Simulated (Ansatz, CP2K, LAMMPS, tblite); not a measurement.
# Liquid dimethyl carbonate at 320 K (84 atoms) in other programs, against a plane-wave reference

Wanted: errors and costs of other methods on liquid dimethyl carbonate at 320 K (84 atoms). A plane-wave run serves as the reference.

Calculated with Ansatz 0.2.0; Kohn-Sham DFT, PBE, PAW, plane waves.

## (1) Set-up

The cell holds 84 atoms: 21 C, 21 O and 42 H. Cell: a = 9.928 Å, b = 9.928 Å, c = 9.928 Å, α = 90.0°, β = 90.0°, γ = 90.0°. 7 dimethyl carbonate placed at random, at 1.07 g/cm³; overlaps pushed apart, then 10 ps at 470 K with MMFF94 bonds, angles, torsions, charges and radii (Halgren, J. Comput. Chem. 17, 490 (1996)) in harmonic and 12-6 forms. Snapshot after 20 ps at 320 K and fixed volume.

## (2) Reference: Ansatz, plane waves

The PAW files are the set soft_2.

input.yaml

```yaml
crystal:
  lattice:
    - [9.92798, 0.0, 0.0]
    - [0.0, 9.92798, 0.0]
    - [0.0, 0.0, 9.92798]
  atoms:
    - { symbol: C, position: [0.0986, 0.34757, 0.1624] }
    - { symbol: O, position: [0.07235, 0.34607, 0.2971] }
    - { symbol: C, position: [0.96497, 0.42804, 0.335] }
    - { symbol: O, position: [0.89441, 0.48519, 0.25489] }
    [... 74 atom lines left out ...]
    - { symbol: H, position: [0.25576, 0.10528, 0.37048] }
    - { symbol: H, position: [0.41908, 0.1355, 0.44035] }
    - { symbol: H, position: [0.30797, 0.99872, 0.49693] }
    - { symbol: H, position: [0.99507, 0.33528, 0.82811] }
    - { symbol: H, position: [0.9766, 0.17512, 0.77824] }
    - { symbol: H, position: [0.94396, 0.29461, 0.65423] }
kpoints:
  mp_grid: { grid: [1, 1, 1] }
hamiltonian:
  xc: pbe
scf:
  occupations: { method: fermi_dirac, width: 0.05 }
output:
  forces: true
  eigenvalues: true
  populations: true
  stress: true
```

Launch:

```
$ ansatz run input.yaml --threads 4 --pin off --max-ram 8192MiB --backend cpu --events-out ev --progress --plain --runs-dir out
```

Log:

```text
[...]
Pseudopotentials: kind: paw
Pseudopotential: C, paw, valence charge 4, recommended cutoff 420 eV (normal), C.paw.azcp
Pseudopotential: O, paw, valence charge 6, recommended cutoff 420 eV (normal), O.paw.azcp
Pseudopotential: H, paw, valence charge 1, recommended cutoff 420 eV (normal), H.paw.azcp
[... 5 lines on functional and potentials left out ...]
Crystal: 84 atoms, lattice volume = 978.549 Å³
Basis set: ecut = 420 eV, 19213 PW (Γ), exchange–correlation on 144×144×144 points (8 copies of the dense FFT grid, shifted against one another)
Bands: 210, of which v1, the nominal top of the filled ones, is band 126 counted from 1 (125 counted from 0)
Symmetry: 1 space group operations
Space group: P1 (ITA 1), of the structure as read, at distance tolerance 9.9e-5 Å
k-points: 1
[... 7 lines on functional and potentials left out ...]
Initial density: superposition of atomic densities (neutral atoms: chi_scale 0, normalization atom), corrected by the library's trained network
Initial wavefunctions: pseudopotential atomic-orbital guess
[...]
SCF iter   1: F=—  HF=-17843.298200 eV  |F-HF|=—  |Δ(HF+E_count)|=         —  Δρ=4.65e-3  dr2=2.14e-1  ethr=1.77e-3  ⟨swp⟩=6.0  Hψ=950  notcnv=0  defer=16
preconditioner: auto → Resta (q_TF=auto, 2.176 Å⁻¹)  ε∞=2.3  [insulator: Δε(μ)=5.532 eV  Ē_g=16.769 eV  σ=0.050 eV  W_gap=1.00  n_scr=170 (ndim 8)  ℏωp=18.8 eV  f_vac=0.303  D(μ)=0.00/eV (n_scr^D=0)  ε∞_Penn≈2.3]
[...]
SCF iter   9: F=—  HF=-17843.268452 eV  |F-HF|=—  |Δ(HF+E_count)|=   4.33e-7  Δρ=3.42e-6  dr2=1.20e-7  ethr=6.27e-10  ⟨swp⟩=2.0  Hψ=245  notcnv=0  defer=75
SCF iter  10: F=-17843.268452 eV  HF=-17843.268452 eV  |F-HF|=2.13e-8  |Δ(HF+E_count)|=   4.55e-8  Δρ=1.73e-6  dr2=2.80e-8  ethr=3.97e-11  ⟨swp⟩=15.0  Hψ=1291  notcnv=0
SCF 1 converged in 10 iterations: F = -17843.268452 eV  dr2 = 2.80e-8
[...]
SCF converged after 10 iterations
Free energy (F): -17843.268452 eV
Harris-Foulkes:  -17843.268452 eV  (|F-HF|=2.13e-8)
Internal energy: -17843.268452 eV  (E = F + TS)
E sigma→0 (E₀):  -17843.268452 eV
Fermi energy:    0.836341 eV
--- Per-component energies (eV) ---
[...]
Σ components = -17843.268452   (vs F -17843.268452, Δ=0.00e0)
--- Forces (eV/Å), atoms counted from 1 ---
  atom   1  C     -1.35026793     0.04321796    -3.43217018
  atom   2  O     -0.71971721     0.66761961     3.24556322
  atom   3  C      1.94004009    -0.31624270     0.06711062
  atom   4  O     -0.54470076     0.41492276    -0.16336877
[...]
atom  84  H      0.29732307     0.15331081     0.69609388
  max |Σ_I F_I| component: 1.48e-4 eV/Å
--- Stress (GPa, compression-positive) ---
        1.725259       0.323511       0.004434
        0.323511       0.812552      -0.072581
        0.004433      -0.072581       1.071561
  P = ⅓ Tr σ = 1.2031 GPa (12.031 kbar)
--- Band table (eV) ---
  k-point 0: bands = ["-24.2947", "-24.1086", "-24.0845", "-23.9781", [... 194 levels ...], "9.8766", "9.9109", "9.9833", "10.0208", "10.0715", "10.1822", "10.2328", "10.2971", "10.4366", "10.4872", "10.5287", "10.7160"]
--- Löwdin populations: 84 sites ---
  site symbol       q [e]
     0      C      4.2255
     1      O      6.2686
     2      C      3.3047
[...]
83      H      0.8287
  spilling = 0.013967 (of n_electrons = 252.000000)
```

Run time: 8.8 s. Hardware: 4 threads of Arm Neoverse V1, shared host; peak memory 0.97 GiB; 31 s of CPU time.

Reading the cycles: dr2 is the Hartree energy of the density residual (eV), the measure of convergence; HF is the Harris–Foulkes estimate of the energy, which meets the free energy F at convergence.

Read from the output:

| Item | Value |
| --- | --- |
| free energy | -17843.2685 eV |
| free energy per atom | -212.4199 eV/atom |
| SCF cycles | 10 |
| pressure | 1.203 GPa |
| r.m.s. force component | 0.9718 eV/Å |
| longest force | 3.688 eV/Å |
| Fermi energy | 0.8363 eV |
| gap (highest filled to lowest empty level) | 5.449 eV |
| spilling of the projection | 0.01397 |

Neighbours are counted within 1.34 Å (H-C), 1.73 Å (C-O).

Length of the force by element and coordination:

```tsv
element	coordination	atoms	mean length of the force (eV/Å)	spread	least	most
C	all	21	2.09	0.77	0.772	3.69
C	3	7	2.06	0.544	1.47	3.11
C	4	14	2.10	0.861	0.772	3.69
H	all	42	1.13	0.620	0.235	2.56
O	all	21	1.48	0.927	0.206	3.39
O	1	7	1.17	0.813	0.539	2.88
O	2	14	1.64	0.941	0.206	3.39
```

Löwdin charges by element and coordination (they lack the spilled electrons, 0.042 e an atom on average):

```tsv
element	coordination	atoms	mean charge (e)	spread	least	most
C	all	21	0.0823	0.437	-0.261	0.717
C	3	7	0.700	0.0101	0.685	0.717
C	4	14	-0.227	0.0162	-0.261	-0.201
H	all	42	0.203	0.0153	0.171	0.230
O	all	21	-0.322	0.0773	-0.450	-0.242
O	1	7	-0.429	0.0163	-0.450	-0.4
O	2	14	-0.268	0.0123	-0.285	-0.242
```

The levels nearest the highest filled one (over half full), pooled over k-points and spins:

```tsv
level less the highest filled one (eV)	occupation
-0.280	2
-0.242	2
-0.198	2
-0.178	2
-0.0893	2
0	2
5.45	0
5.66	0
5.69	0
5.86	0
5.92	0
6.05	0
```

## (3) Structure statistics

Density 1.07 g/cm³, 11.65 Å³ an atom.

Pair distribution functions g(r), in bins of 0.2 Å:

```tsv
r (Å)	total	H-H	H-C	H-O	C-C	C-O	O-O
1.00	2.34	0.00	9.35	0.00	0.00	0.00	0.00
1.20	2.06	0.00	6.20	0.00	0.00	4.12	0.00
1.40	1.59	0.00	0.00	0.00	0.00	12.79	0.00
1.60	0.24	0.94	0.00	0.00	0.00	0.00	0.00
1.80	1.24	4.84	0.00	0.13	0.00	0.00	0.00
2.00	0.83	0.22	0.00	3.08	0.00	0.00	0.00
2.20	0.84	0.17	0.00	1.50	1.38	0.00	5.31
2.40	0.83	0.54	0.59	0.91	3.23	0.00	1.94
2.60	0.95	0.47	1.10	1.61	0.00	1.29	0.00
2.80	0.51	0.80	0.39	0.51	0.00	0.68	0.00
3.00	0.47	0.44	0.44	0.83	0.00	0.30	0.00
3.20	0.72	0.86	1.21	0.55	0.00	0.34	0.35
3.40	0.86	0.73	1.27	0.62	0.00	1.28	0.75
3.60	0.82	0.78	0.99	0.77	0.41	1.11	0.41
3.80	1.14	1.10	0.98	1.54	0.97	0.67	1.34
4.00	1.09	1.04	0.93	1.46	1.65	0.72	0.54
4.20	1.11	0.94	1.21	1.38	1.23	0.80	0.89
4.40	1.18	1.00	1.07	1.25	1.83	1.09	1.46
4.60	1.27	1.33	1.19	1.13	2.33	1.33	0.75
4.80	1.11	0.99	1.59	0.81	1.38	1.18	0.54
```

Bonds by pair of elements; cutoffs follow the first minimum of g(r), held within bounds set by covalent radii, and pairs that aren't listed don't count as bonded:

```tsv
pair A-B	cutoff (Å)	bonds	mean length (Å)	spread (Å)	shortest (Å)	B about A	A about B
H-C	1.34	42	1.09	0.036	1.04	1	2
C-O	1.73	35	1.36	0.079	1.20	1.67	1.67
```

How many atoms have how many bonded neighbours:

```tsv
element	mean	1	2	3	4
C	3.67	0	0	7	14
H	1	42	0	0	0
O	1.67	7	14	0	0
```

## (4) The other programs

The programs:
- CP2K 2026.2: Gaussian basis with GTH pseudopotentials and a plane-wave density; labels give functional, basis (MOLOPT sets; SR short-range, UZH the newer set with its own potentials), grid cutoff/relative cutoff and solver (OT: orbital transformation; TRS4, TC2, SIGN: linear-scaling purification with its sparsity filter), or its built-in tight binding.
- tblite 0.8.0: extended tight binding, driven from Python.

All use the same cell and atoms; the electronic-structure runs use the same k-mesh, and an electronic temperature of 580 K (0.05 eV) where levels are smeared.

Differences are against the plane-wave reference, forces as r.m.s. over components; share is that over the reference's r.m.s. force, slope the least-squares factor from reference forces to these. Total energies of different programs have different zeros and aren't compared.

```tsv
run	Δ force, r.m.s. (meV/Å)	share (%)	slope	Δ pressure (GPa)	Δ gap (eV)	cores	CPU time	memory (GiB)
reference	-	-	-	-	-	4	31 s	0.97
CP2K GFN1-xTB, OT DIIS	349	36.0	1.004	-2.79	-	1	3.1 s	0.27
CP2K PBE, DZVP-MOLOPT-SR, 210/50 Ry, OT DIIS (coarse)	140	14.4	1.037	0.823	0.248	2	5.6 min	0.5
CP2K PBE, DZVP-MOLOPT-SR, 600/20 Ry, OT DIIS (coarse)	147	15.1	1.034	0.996	0.241	4	4.4 min	2.3
CP2K PBE, DZVP-MOLOPT-SR, 600/50 Ry, OT DIIS	136	13.9	1.039	0.740	0.247	4	7.9 min	2.3
CP2K PBE, DZVP-MOLOPT-SR, 600/50 Ry, SIGN filter 1e-05, SCF 1e-06	173	17.8	1.034	0.693	-	4	5.6 min	2.2
CP2K PBE, DZVP-MOLOPT-SR, 600/50 Ry, SIGN filter 1e-07, SCF 1e-07	139	14.3	1.042	0.754	-	4	7.5 min	2.2
CP2K PBE, DZVP-MOLOPT-SR, 840/50 Ry, OT DIIS	133	13.7	1.040	0.737	0.247	4	9.8 min	3.3
CP2K PBE, SZV-MOLOPT-SR, 600/50 Ry, OT DIIS (coarse)	2188	225	1.330	13.4	-0.412	1	6 min	1.3
tblite GFN1-xTB	349	35.9	1.002	-2.87	-	1	1.6 s	0.16
```

Rows marked coarse were listed beforehand as settings not expected to be converged; some can still land near the reference.

CPU time is summed over cores on a shared host, where runs went side by side, so it is rough. Symmetry, cutoffs, thresholds, outputs and thread counts weren't matched or tuned between programs; memory under MPI is the largest rank's times the ranks.

Mean charges by element (e), by run and scheme:

```tsv
run	scheme	C	O	H
reference	Löwdin	+0.08	-0.32	+0.20
CP2K GFN1-xTB, OT DIIS	Mulliken	+0.36	-0.45	+0.05
CP2K PBE, DZVP-MOLOPT-SR, 600/50 Ry, OT DIIS	Mulliken	+0.01	-0.18	+0.08
CP2K PBE, DZVP-MOLOPT-SR, 600/50 Ry, OT DIIS	Hirshfeld	+0.05	-0.13	+0.04
CP2K PBE, DZVP-MOLOPT-SR, 600/50 Ry, SIGN filter 1e-05, SCF 1e-06	Mulliken	+0.02	-0.18	+0.08
CP2K PBE, DZVP-MOLOPT-SR, 600/50 Ry, SIGN filter 1e-07, SCF 1e-07	Mulliken	+0.01	-0.18	+0.08
CP2K PBE, DZVP-MOLOPT-SR, 840/50 Ry, OT DIIS	Mulliken	+0.01	-0.18	+0.08
CP2K PBE, DZVP-MOLOPT-SR, 840/50 Ry, OT DIIS	Hirshfeld	+0.05	-0.13	+0.04
tblite GFN1-xTB	Mulliken	+0.36	-0.45	+0.05
```

The reference's Löwdin charges lack the electrons that the projection spills, 0.042 e an atom on average.

Within one program, basis, potentials and functional, energies share a zero. Each run against its twin at the usual cutoff or grid and solver:

```tsv
run	twin	Δ energy (meV/atom)	Δ force, r.m.s. (meV/Å)	CPU time over the twin's
CP2K PBE, DZVP-MOLOPT-SR, 210/50 Ry, OT DIIS	DZVP-MOLOPT-SR, 600/50 Ry, OT DIIS	-3.46	65.8	0.71 (this twin ran on 4 cores)
CP2K PBE, DZVP-MOLOPT-SR, 600/20 Ry, OT DIIS	DZVP-MOLOPT-SR, 600/50 Ry, OT DIIS	-3.75	43.2	0.55
CP2K PBE, DZVP-MOLOPT-SR, 600/50 Ry, SIGN filter 1e-05, SCF 1e-06	DZVP-MOLOPT-SR, 600/50 Ry, OT DIIS	0.404	98.7	0.71
CP2K PBE, DZVP-MOLOPT-SR, 600/50 Ry, SIGN filter 1e-07, SCF 1e-07	DZVP-MOLOPT-SR, 600/50 Ry, OT DIIS	0.0271	37.1	0.95
CP2K PBE, DZVP-MOLOPT-SR, 840/50 Ry, OT DIIS	DZVP-MOLOPT-SR, 600/50 Ry, OT DIIS	0.0763	23.4	1.2
```

## (5) What came out

```yaml
reference_r_m_s_force_component: 0.972 eV/Å
nearest_in_forces: a tie at 14 % of 4 runs: CP2K PBE, DZVP-MOLOPT-SR, 210/50 Ry, OT DIIS (coarse); CP2K PBE, DZVP-MOLOPT-SR, 600/50 Ry, OT DIIS; CP2K PBE, DZVP-MOLOPT-SR, 600/50 Ry, SIGN filter 1e-07, SCF 1e-07; others
farthest_in_forces: CP2K PBE, SZV-MOLOPT-SR, 600/50 Ry, OT DIIS (coarse), 225 %
cheapest_electronic_structure_run_beside_the_reference: tblite GFN1-xTB, 1.6 s of CPU time
```

What this shows: The PBE runs in local orbitals, coarse settings apart, differ by 14 % (CP2K PBE, DZVP-MOLOPT-SR, 840/50 Ry, OT DIIS) to 18 % (CP2K PBE, DZVP-MOLOPT-SR, 600/50 Ry, SIGN filter 1e-05, SCF 1e-06); basis, grid and potentials can all enter. Tight binding differs by 36 % in each run; it is another model, with fitted parameters of its own, and the xTB methods hold dispersion. Runs with settings chosen to be coarse differ by 14 % (CP2K PBE, DZVP-MOLOPT-SR, 210/50 Ry, OT DIIS) to 225 % (CP2K PBE, SZV-MOLOPT-SR, 600/50 Ry, OT DIIS), their programs' other errors included. Of the electronic-structure runs that take under half the reference's CPU time, tblite GFN1-xTB is among the nearest, at 36 % in 1.6 s against 31 s; its pressure misses by -2.9 GPa. At the same functional, gaps differ from the reference's 5.45 eV by between -0.41 and +0.25 eV. In pressure, CP2K PBE, SZV-MOLOPT-SR, 600/50 Ry, OT DIIS misses by +13.4 GPa, at the same functional. Charges hang on model, scheme and program or settings: among these rows the mean for C runs from +0.01 to +0.36 e. With SIGN, tightening the sparsity filter from 1e-05 to 1e-07, and the SCF threshold with it, takes the force difference from the cubic solver from 99 to 37 meV/Å, and the CPU time from 0.71 to 0.95 times the cubic solver's. In the reference: filled and empty levels are parted by 5.45 eV (at Γ alone); a semilocal functional tends to put such gaps too low. In a disordered cell it changes from sample to sample and from frame to frame. In the reference: mean Löwdin charges: C +0.08, H +0.20, O -0.32 e (they miss 1.4 % of the electrons, so they add up to more than the cell's charge). Periodic xTB results under one method name differ between programs and library versions. The network of contacts between molecules at the start is that of the classical potential that made the cell, and needn't be the one that DFT or experiment would give. The reference's PBE has no dispersion term, which matters for the binding between molecules or layers. The density was typed from a rule of thumb and may lie off the real one at this temperature. The electronic-structure runs sample only Γ, in a cell whose shortest periodic width is 10 Å.

[Also dropped from logs without a mark: logging warnings of Python, and SIESTA's first energy breakdown and zero terms.]

[Logs are printed without paths, hosts, clocks, repeated set-up lines and the standing remarks that a program may print on its own settings, such as how far it seeks lower states.]

[Hosts, paths, dates, database ids (printed as entryN), source tags and the programs' standing remarks are cut or masked in the printed files.]

[The MMFF94 radii named for the starting cell were scaled by 0.96; in molecules described by MMFF94, hydrogen bound to N, O or S took a small fixed 12-6 site in their place.]
